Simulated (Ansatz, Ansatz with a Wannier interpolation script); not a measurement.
Planning a run of Ansatz 0.2.0 on CdHClO (P6_3mc). The input:

```yaml
crystal:
  lattice:
    - [3.6648, 0.0, 0.0]
    - [-1.8324, 3.1738098998, 0.0]
    - [0.0, 0.0, 10.2305]
  atoms:
    - { symbol: Cd, position: [0.3333333333, 0.6666666667, 0.0081401704] }
    - { symbol: Cd, position: [0.6666666667, 0.3333333333, 0.5081401704] }
    - { symbol: H, position: [0.0, 0.0, 0.1812524944] }
    - { symbol: H, position: [0.0, 0.0, 0.6812524944] }
    - { symbol: Cl, position: [0.3333333333, 0.6666666667, 0.3460004021] }
    - { symbol: Cl, position: [0.6666666667, 0.3333333333, 0.8460004021] }
    - { symbol: O, position: [0.0, 0.0, 0.0850169331] }
    - { symbol: O, position: [0.0, 0.0, 0.5850169331] }
kpoints:
  mp_grid: { grid: [6, 6, 2] }
hamiltonian:
  xc: lda
scf:
  occupations: { method: fixed }
gw:
  n_empty_bands: 447
  ecut_chi: 140.0
  qp_bands: [v12, c1]
  screening: { model: contour_deformation }
```

```sh
ansatz run input.yaml --threads 4 --pin off --max-ram 18432MiB --backend cpu --events-out ev --progress --plain --runs-dir out
```

Q: Estimate wall time and host memory on 4 threads of Arm Neoverse V1, shared host.

It took 19 min; on shared hardware allow 9.5 min to 38 min. Peak host memory was 2.8 GiB. The sizes that set the cost: 2303 plane waves a state, 14 irreducible k points, 481 bands summed, 451 plane waves in the screening and 8 SCF cycles.

The screening grows as filled bands × empty bands × pairs of k points, times the square of the screening basis for the matrix.

[Paths, hosts, dates, memory and timing lines, banners, echoed tables and standing remarks are left out of the program output.]

[Logs are printed without paths, hosts, clocks, repeated set-up lines and the standing remarks that a program may print on its own settings, such as how far it seeks lower states.]

[Runs of the session that timed out or met a known fault of the program may be left out.]

[Hosts, paths, dates, database ids (printed as entryN), source tags and the programs' standing remarks are cut or masked in the printed files.]
